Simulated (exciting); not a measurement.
Consider PbO (Litharge), space group P4/nmm.

```
Pb O
1.0
     3.99000    0.00000    0.00000
     0.00000    3.99000    0.00000
     0.00000    0.00000    5.01000
Pb O
2 2
Direct
  0.50000 0.00000 0.76000
  0.00000 0.50000 0.24000
  0.50000 0.50000 0.00000
  0.00000 0.00000 0.00000
```

Absorber: atom 1, with 4 O at 2.33 Å (4-fold, site symmetry 4mm). Method: exciting, all-electron LAPW+lo, PBE, exchange and screened direct term (singlet BSE), 4×4×3 shifted k points, 28 conduction bands, |G+q| up to 3 bohr⁻¹ (2 in the exchange term), full RPA screening with nempty = 55, Lorentzian half width 2.9 eV.

The database entry behind the starting cell differs from later determinations by our own check (an axis about 0.4 % long against later determinations), so it need not match the best structure at ambient conditions.

**Question.** Predict the Pb L₃ near-edge structure at this level.

Bound core exciton? Undecided on this mesh: the first bright state (over 5 % of the brightest) lies at -0.10 eV from the Kohn–Sham onset and at -0.61 eV from the lowest bare transition of its own mesh. Maxima (height): 11.9 eV (1.00).

Energy from the Kohn–Sham onset, core level to the lowest empty state found on the meshes used; Im ε in relative units:

```csv
E (eV),Im ε
-11.5,0.04
-11.0,0.05
-10.5,0.05
-10.0,0.05
-9.5,0.05
-9.0,0.06
-8.5,0.06
-8.0,0.07
-7.5,0.07
-7.0,0.08
-6.5,0.08
-6.0,0.09
-5.5,0.10
-5.0,0.11
-4.5,0.12
-4.0,0.13
-3.5,0.15
-3.0,0.16
-2.5,0.19
-2.0,0.21
-1.5,0.24
-1.0,0.27
-0.5,0.30
0.0,0.33
0.5,0.35
1.0,0.37
1.5,0.38
2.0,0.39
2.5,0.41
3.0,0.42
3.5,0.44
4.0,0.46
4.5,0.49
5.0,0.52
5.5,0.55
6.0,0.59
6.5,0.63
7.0,0.67
7.5,0.71
8.0,0.75
8.5,0.79
9.0,0.84
9.5,0.88
10.0,0.92
10.5,0.96
11.0,0.98
11.5,1.00
12.0,1.00
12.5,0.99
13.0,0.98
13.5,0.97
14.0,0.95
14.5,0.93
15.0,0.91
15.5,0.89
16.0,0.87
16.5,0.85
17.0,0.83
17.5,0.82
18.0,0.81
18.5,0.81
19.0,0.80
```

With 48 k points the binding energies are rough, and fine structure above the first lines is partly noise of the mesh. Exchange and the short-range direct term aren't converged in the kernel cutoff. The zero comes from the unshifted 4×4×3 ground-state mesh; it is exact only where the band minimum lies on that mesh. The conduction states carry no spin here, so the exchange coupling to the spinor core hole is only partly held. This core level is treated alone, with no coupling to its spin–orbit partner. The structure is a published determination, not relaxed.

[Banner, clock and machine lines of the logs are left out without a mark of their own.]

[Logs are printed without paths, hosts, clocks, repeated set-up lines and the standing remarks that a program may print on its own settings, such as how far it seeks lower states.]

[Hosts, paths, dates, database ids (printed as entryN), source tags and the programs' standing remarks are cut or masked in the printed files.]
